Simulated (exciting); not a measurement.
## Electron–core-hole interaction in the C K spectrum of C (Diamond)

Wanted: the near-edge spectrum and the bound core excitons at the C K edge of C (Diamond).

Program: exciting sodium. Level of theory: X-ray absorption, core-level Bethe-Salpeter equation, exchange and statically screened direct term, Tamm-Dancoff, all-electron LAPW+lo LDA. Results are calculated unless marked as measured.

This is a report of a sequence of runs, with most program output left out.

### Step 1. The structure

The structure is cubic, space group Fd-3m (No. 227). Conventional cell: a = 3.567 Å, b = 3.567 Å, c = 3.567 Å, α = 90.00°, β = 90.00°, γ = 90.00°. Nearest to C lie 4 C at 1.54 Å.

Structure file:

```cif
data_structure
_symmetry_space_group_name_H-M 'P 1'
_symmetry_Int_Tables_number 1
_cell_length_a 2.5221
_cell_length_b 2.5221
_cell_length_c 2.5221
_cell_angle_alpha 60.000
_cell_angle_beta 60.000
_cell_angle_gamma 60.000
_cell_volume 11.34
loop_
_atom_site_label
_atom_site_type_symbol
_atom_site_fract_x
_atom_site_fract_y
_atom_site_fract_z
_atom_site_occupancy
C1 C 0.75000 0.75000 0.75000 1
C2 C 0.50000 0.50000 0.50000 1
```

Differences between curves are given as r.m.s. difference over r.m.s. height.

### Step 2. Ground state

The species files are the program's own, with muffin-tin radii set in the input.

Input file input.xml:

```
<input>
  <title>C</title>
  <structure speciespath="." autormt="false" epslat="1.0e-5">
    <crystal>
      <basevect>0.0000000000 3.3700808783 3.3700808783</basevect>
      <basevect>3.3700808783 0.0000000000 3.3700808783</basevect>
      <basevect>3.3700808783 3.3700808783 0.0000000000</basevect>
    </crystal>
    <species speciesfile="C.xml" rmt="1.416">
      <atom coord="0.7500000000 0.7500000000 0.7500000000"/>
      <atom coord="0.5000000000 0.5000000000 0.5000000000"/>
    </species>
  </structure>
  <groundstate do="fromscratch" xctype="LDA_PW" ngridk="7 7 7" rgkmax="7" gmaxvr="14" nempty="8" swidth="0.001" maxscl="100" epsengy="1e-5"/>
</input>
```

Started as:

```console
$ OMP_NUM_THREADS=1 mpirun -n 4 exciting
```

The job ended after 6 s (4 MPI ranks of Arm Neoverse V1, shared host).

The mesh shows a gap of 4.23 eV. Core levels (Dirac, from the valence top):

| atom | level | energy (eV) |
| --- | --- | --- |
| C | 1s1/2 | -262.9 |

### Step 3. A richer basis for the empty states

Each species file gets more local orbitals, built from u and its energy derivative at 0.15 Ha and u at 0.9 Ha.

input.xml is that of step 2.

Input file SPECIES.xml, added lines:

```
<lo l="L">  <!-- L = 0, 1, 2 -->
  <wf matchingOrder="0" trialEnergy="0.1500" searchE="false"/>
  <wf matchingOrder="1" trialEnergy="0.1500" searchE="false"/>
  <wf matchingOrder="0" trialEnergy="0.9000" searchE="false"/>
</lo>
```

Started as:

```console
$ OMP_NUM_THREADS=1 mpirun -n 4 exciting
```

Run time: 6 s. Hardware: 4 MPI ranks.

Against the first ground state the total energy moves by -1 meV an atom and the gap by 0.00 eV.

### Step 4. Screening, kernels and BSE for C atom 1

The absorber has 4 C at 1.54 Å (tetrahedral, site symmetry -43m).

input.xml: that of step 3 with these lines changed.

```diff
@@ -13,3 +13,20 @@
   </structure>
-  <groundstate do="fromscratch" xctype="LDA_PW" ngridk="7 7 7" rgkmax="7" gmaxvr="14" nempty="8" swidth="0.001" maxscl="100" epsengy="1e-5"/>
+  <groundstate do="skip" xctype="LDA_PW" ngridk="7 7 7" rgkmax="7" gmaxvr="14" nempty="8" swidth="0.001" maxscl="100" epsengy="1e-5"/>
+  <xs xstype="BSE" ngridk="6 6 6" ngridq="6 6 6" vkloff="0.097 0.273 0.493" rgkmax="7" nempty="12" gqmax="3" lmaxapwwf="5" lmaxemat="2" broad="0.01654" tevout="true">
+    <energywindow intv="9.376 10.993" points="439"/>
+    <screening screentype="full" nempty="25"/>
+    <BSE xas="true" xasspecies="1" xasatom="1" xasedge="K" bsetype="singlet" nstlxas="1 8"/>
+    <qpointset>
+      <qpoint>0 0 0</qpoint>
+    </qpointset>
+    <plan>
+      <doonly task="xsgeneigvec"/>
+      <doonly task="writepmatxs"/>
+      <doonly task="scrgeneigvec"/>
+      <doonly task="scrwritepmat"/>
+      <doonly task="screen"/>
+      <doonly task="scrcoulint"/>
+      <doonly task="exccoulint"/>
+    </plan>
+  </xs>
 </input>
```

Input file input.xml for the last start (plan only):

```
  <plan>
    <doonly task="bse"/>
  </plan>
```

Started as:

```console
$ OMP_NUM_THREADS=1 mpirun -n 4 exciting
$ OMP_NUM_THREADS=4 exciting
```

Wall time 3.7 min (4 MPI ranks).

Wall time by task: xsgeneigvec 2.4 s, writepmatxs 5 s, scrgeneigvec 2.9 s, scrwritepmat 1.4 s, screen 20 s, scrcoulint 2 min, exccoulint 42 s, bse 29 s.

The C K spectrum of C atom 1 (energy from the Kohn–Sham onset, core level to the lowest empty state found on the meshes used, 267.13 eV; the ground-state mesh sets it, and the shifted mesh has its lowest transition 0.02 eV above it; Im ε scaled to the maximum of the singlet run; cut below the end of the band set):

| E (eV) | Im ε |
| --- | --- |
| -4.5 | 0.02 |
| -4.0 | 0.03 |
| -3.5 | 0.04 |
| -3.0 | 0.05 |
| -2.5 | 0.06 |
| -2.0 | 0.09 |
| -1.5 | 0.16 |
| -1.0 | 0.33 |
| -0.5 | 0.80 |
| 0.0 | 0.99 |
| 0.5 | 0.93 |
| 1.0 | 0.78 |
| 1.5 | 0.69 |
| 2.0 | 0.64 |
| 2.5 | 0.55 |
| 3.0 | 0.47 |
| 3.5 | 0.39 |
| 4.0 | 0.36 |
| 4.5 | 0.35 |
| 5.0 | 0.32 |
| 5.5 | 0.32 |
| 6.0 | 0.31 |
| 6.5 | 0.33 |
| 7.0 | 0.35 |
| 7.5 | 0.32 |
| 8.0 | 0.28 |
| 8.5 | 0.24 |
| 9.0 | 0.23 |
| 9.5 | 0.19 |
| 10.0 | 0.15 |
| 10.5 | 0.12 |
| 11.0 | 0.09 |
| 11.5 | 0.08 |
| 12.0 | 0.08 |
| 12.5 | 0.11 |
| 13.0 | 0.16 |
| 13.5 | 0.21 |
| 14.0 | 0.23 |
| 14.5 | 0.25 |
| 15.0 | 0.29 |
| 15.5 | 0.25 |
| 16.0 | 0.21 |
| 16.5 | 0.21 |
| 17.0 | 0.21 |
| 17.5 | 0.19 |

Maxima (height): -0.2 eV (1.00), 6.8 eV (0.35) and 15.1 eV (0.29).

The Hamiltonian has 3456 rows. The lowest groups of eigenvalues and the brightest ones, on the scale above (the program counts from the shifted mesh's onset, 0.02 eV higher). Core spinors bring spin-forbidden partners, so dark means forbidden by spin or by symmetry, and the shifted mesh splits states that symmetry would keep together:

| energy (eV) | states within 10 meV | relative strength |
| --- | --- | --- |
| -0.568 | 1 | dark |
| -0.536 | 1 | 0.42 |
| -0.499 | 1 | dark |
| -0.475 | 1 | 0.32 |
| -0.357 | 1 | dark |
| -0.334 | 1 | dark |
| -0.297 | 1 | 1.00 |
| -0.273 | 1 | 0.99 |
| 0.203 | 1 | 0.26 |
| 0.250 | 1 | 0.37 |
| 0.541 | 1 | 0.27 |

### Step 5. Independent particles

input.xml: that of step 4 with these lines changed.

```diff
@@ -17,3 +17,3 @@
     <screening screentype="full" nempty="25"/>
-    <BSE xas="true" xasspecies="1" xasatom="1" xasedge="K" bsetype="singlet" nstlxas="1 8"/>
+    <BSE xas="true" xasspecies="1" xasatom="1" xasedge="K" bsetype="IP" nstlxas="1 8"/>
     <qpointset>
@@ -22,9 +22,3 @@
     <plan>
-      <doonly task="xsgeneigvec"/>
-      <doonly task="writepmatxs"/>
-      <doonly task="scrgeneigvec"/>
-      <doonly task="scrwritepmat"/>
-      <doonly task="screen"/>
-      <doonly task="scrcoulint"/>
-      <doonly task="exccoulint"/>
+      <doonly task="bse"/>
     </plan>
```

Started as:

```console
$ OMP_NUM_THREADS=4 exciting
```

Run time: 1.5 s. Hardware: 4 threads.

Maxima (height): 4.1 eV (0.41), 5.0 eV (0.41), 10.0 eV (0.52) and 16.6 eV (0.39). Against the singlet run the r.m.s. difference is 81 %. The highest maximum lies at 10.0 eV (0.52), against -0.2 eV (1.00).

### Step 6. Exchange alone

input.xml: that of step 5 with these lines changed.

```diff
@@ -17,3 +17,3 @@
     <screening screentype="full" nempty="25"/>
-    <BSE xas="true" xasspecies="1" xasatom="1" xasedge="K" bsetype="IP" nstlxas="1 8"/>
+    <BSE xas="true" xasspecies="1" xasatom="1" xasedge="K" bsetype="RPA" nstlxas="1 8"/>
     <qpointset>
```

Started as:

```console
$ OMP_NUM_THREADS=4 exciting
```

The job ended after 24 s (4 threads).

Maxima (height): 5.1 eV (0.39), 10.1 eV (0.53) and 16.6 eV (0.39). Against the independent-particle run the r.m.s. difference is 6 %.

### Step 7. Local-field cutoff

Changed against the first singlet run: cutoff of the screened term (bohr⁻¹) from 3 to 4.

input.xml: that of step 6 with these lines changed.

```diff
@@ -14,6 +14,6 @@
   <groundstate do="skip" xctype="LDA_PW" ngridk="7 7 7" rgkmax="7" gmaxvr="14" nempty="8" swidth="0.001" maxscl="100" epsengy="1e-5"/>
-  <xs xstype="BSE" ngridk="6 6 6" ngridq="6 6 6" vkloff="0.097 0.273 0.493" rgkmax="7" nempty="12" gqmax="3" lmaxapwwf="5" lmaxemat="2" broad="0.01654" tevout="true">
+  <xs xstype="BSE" ngridk="6 6 6" ngridq="6 6 6" vkloff="0.097 0.273 0.493" rgkmax="7" nempty="12" gqmax="4" lmaxapwwf="5" lmaxemat="2" broad="0.01654" tevout="true">
     <energywindow intv="9.376 10.993" points="439"/>
     <screening screentype="full" nempty="25"/>
-    <BSE xas="true" xasspecies="1" xasatom="1" xasedge="K" bsetype="RPA" nstlxas="1 8"/>
+    <BSE xas="true" xasspecies="1" xasatom="1" xasedge="K" bsetype="singlet" nstlxas="1 8"/>
     <qpointset>
@@ -22,3 +22,5 @@
     <plan>
-      <doonly task="bse"/>
+      <doonly task="xsgeneigvec"/>
+      <doonly task="screen"/>
+      <doonly task="scrcoulint"/>
     </plan>
```

Input file input.xml for the exchange start (cutoff and plan only):

```
  gqmax="3"
  <plan>
    <doonly task="exccoulint"/>
  </plan>
```

Input file input.xml for the last start (plan only):

```
  <plan>
    <doonly task="bse"/>
  </plan>
```

Started as:

```console
$ OMP_NUM_THREADS=1 mpirun -n 4 exciting
$ OMP_NUM_THREADS=1 mpirun -n 4 exciting
$ OMP_NUM_THREADS=4 exciting
```

It took 7 min on 4 MPI ranks.

The spectrum differs from the singlet run by 21 % r.m.s. Moving the earlier curve by -0.3 eV leaves 12 %. The highest maximum lies at -0.4 eV (1.30), against -0.2 eV (1.00). The first bright state moves from -0.54 to -0.62 eV. The kernels miss the short-range part of the Coulomb interaction, its components above their cutoff.

| E (eV) | first run | this run |
| --- | --- | --- |
| -4.0 | 0.03 | 0.03 |
| -3.0 | 0.05 | 0.06 |
| -2.0 | 0.09 | 0.13 |
| -1.0 | 0.33 | 0.57 |
| 0.0 | 0.99 | 1.11 |
| 1.0 | 0.78 | 0.72 |
| 2.0 | 0.64 | 0.57 |
| 3.0 | 0.47 | 0.42 |
| 4.0 | 0.36 | 0.34 |
| 5.0 | 0.32 | 0.31 |
| 6.0 | 0.31 | 0.30 |
| 7.0 | 0.35 | 0.33 |
| 8.0 | 0.28 | 0.25 |
| 9.0 | 0.23 | 0.21 |
| 10.0 | 0.15 | 0.14 |
| 11.0 | 0.09 | 0.09 |
| 12.0 | 0.08 | 0.08 |
| 13.0 | 0.16 | 0.17 |
| 14.0 | 0.23 | 0.23 |
| 15.0 | 0.29 | 0.27 |
| 16.0 | 0.21 | 0.18 |
| 17.0 | 0.21 | 0.17 |

### Step 8. Shipped basis

Changed against the first singlet run: added local orbitals (Ha) from 0.9 to none.

input.xml: that of step 7 with these lines changed.

```diff
@@ -14,4 +14,4 @@
   <groundstate do="skip" xctype="LDA_PW" ngridk="7 7 7" rgkmax="7" gmaxvr="14" nempty="8" swidth="0.001" maxscl="100" epsengy="1e-5"/>
-  <xs xstype="BSE" ngridk="6 6 6" ngridq="6 6 6" vkloff="0.097 0.273 0.493" rgkmax="7" nempty="12" gqmax="4" lmaxapwwf="5" lmaxemat="2" broad="0.01654" tevout="true">
-    <energywindow intv="9.376 10.993" points="439"/>
+  <xs xstype="BSE" ngridk="6 6 6" ngridq="6 6 6" vkloff="0.097 0.273 0.493" rgkmax="7" nempty="12" gqmax="3" lmaxapwwf="5" lmaxemat="2" broad="0.01654" tevout="true">
+    <energywindow intv="9.377 10.994" points="439"/>
     <screening screentype="full" nempty="25"/>
@@ -23,4 +23,8 @@
       <doonly task="xsgeneigvec"/>
+      <doonly task="writepmatxs"/>
+      <doonly task="scrgeneigvec"/>
+      <doonly task="scrwritepmat"/>
       <doonly task="screen"/>
       <doonly task="scrcoulint"/>
+      <doonly task="exccoulint"/>
     </plan>
```

Input file input.xml for the last start (plan only):

```
  <plan>
    <doonly task="bse"/>
  </plan>
```

Started as:

```console
$ OMP_NUM_THREADS=1 mpirun -n 4 exciting
$ OMP_NUM_THREADS=4 exciting
```

It took 3.5 min on 4 MPI ranks.

Wall time by task: xsgeneigvec 1.9 s, writepmatxs 4.3 s, scrgeneigvec 1.9 s, scrwritepmat 1.2 s, screen 18 s, scrcoulint 1.8 min, exccoulint 43 s, bse 29 s.

The spectrum differs from the singlet run by 3 % r.m.s. 

| E (eV) | first run | this run |
| --- | --- | --- |
| -4.0 | 0.03 | 0.03 |
| -3.0 | 0.05 | 0.04 |
| -2.0 | 0.09 | 0.09 |
| -1.0 | 0.33 | 0.32 |
| 0.0 | 0.99 | 0.98 |
| 1.0 | 0.78 | 0.77 |
| 2.0 | 0.64 | 0.63 |
| 3.0 | 0.47 | 0.46 |
| 4.0 | 0.36 | 0.35 |
| 5.0 | 0.32 | 0.31 |
| 6.0 | 0.31 | 0.30 |
| 7.0 | 0.35 | 0.34 |
| 8.0 | 0.28 | 0.27 |
| 9.0 | 0.23 | 0.22 |
| 10.0 | 0.15 | 0.15 |
| 11.0 | 0.09 | 0.09 |
| 12.0 | 0.08 | 0.08 |
| 13.0 | 0.16 | 0.15 |
| 14.0 | 0.23 | 0.21 |
| 15.0 | 0.29 | 0.27 |
| 16.0 | 0.21 | 0.20 |
| 17.0 | 0.21 | 0.20 |

### Step 9. The levels of theory side by side

| level | curve passes 0.15 (eV) | highest maximum (eV) | its height |
| --- | --- | --- | --- |
| IP | 1.4 | 10.0 | 0.52 |
| RPA | 1.6 | 10.1 | 0.53 |
| singlet | -1.5 | -0.2 | 1.00 |

| E (eV) | IP | RPA | singlet |
| --- | --- | --- | --- |
| -4.0 | 0.01 | 0.01 | 0.03 |
| -3.0 | 0.01 | 0.01 | 0.05 |
| -2.0 | 0.01 | 0.01 | 0.09 |
| -1.0 | 0.02 | 0.02 | 0.33 |
| 0.0 | 0.05 | 0.04 | 0.99 |
| 1.0 | 0.11 | 0.10 | 0.78 |
| 2.0 | 0.20 | 0.18 | 0.64 |
| 3.0 | 0.30 | 0.26 | 0.47 |
| 4.0 | 0.41 | 0.37 | 0.36 |
| 5.0 | 0.41 | 0.39 | 0.32 |
| 6.0 | 0.37 | 0.35 | 0.31 |
| 7.0 | 0.33 | 0.32 | 0.35 |
| 8.0 | 0.41 | 0.39 | 0.28 |
| 9.0 | 0.46 | 0.45 | 0.23 |
| 10.0 | 0.52 | 0.53 | 0.15 |
| 11.0 | 0.44 | 0.47 | 0.09 |
| 12.0 | 0.20 | 0.22 | 0.08 |
| 13.0 | 0.11 | 0.12 | 0.16 |
| 14.0 | 0.16 | 0.16 | 0.23 |
| 15.0 | 0.22 | 0.21 | 0.29 |
| 16.0 | 0.35 | 0.34 | 0.21 |
| 17.0 | 0.36 | 0.37 | 0.21 |

### Step 10. What came out

| Property | Result |
| --- | --- |
| absorber and edge | C K, atom 1 |
| surroundings | 4 C at 1.54 Å (tetrahedral, site symmetry -43m) |
| first bright state | -0.54 eV from the Kohn–Sham onset, on this mesh |
| highest maximum | -0.2 eV |
| cost of the BSE run | 3.7 min on 4 MPI ranks of Arm Neoverse V1, shared host; the last task ran on as many threads |

What this shows: Is a core exciton bound? Yes on this mesh: the first bright state (over 5 % of the brightest) lies at -0.54 eV from the Kohn–Sham onset. Changing the cutoff of the screened term (bohr⁻¹) from 3 to 4 alters the spectrum by 21 % r.m.s. Changing the added local orbitals (Ha) from 0.9 to none alters the spectrum by 3 % r.m.s. Exchange alone changes the independent-particle spectrum by 6 % r.m.s. A mesh of 216 points doesn't converge binding energies. Exchange and the short-range direct term aren't converged in the kernel cutoff. The zero comes from the unshifted 7×7×7 ground-state mesh; it is exact only where the band minimum lies on that mesh. The Kohn–Sham onset, 267 eV, is no photon energy (tabulated edge of the element: 284.2 eV): the scale needs a rigid shift. No quasiparticle correction widens the gap or stretches the bands. Vibrations and energy-dependent lifetimes are left out. The structure is a published determination, not relaxed.

[Logs are printed without paths, hosts, clocks, repeated set-up lines and the standing remarks that a program may print on its own settings, such as how far it seeks lower states.]

[Hosts, paths, dates, database ids (printed as entryN), source tags and the programs' standing remarks are cut or masked in the printed files.]
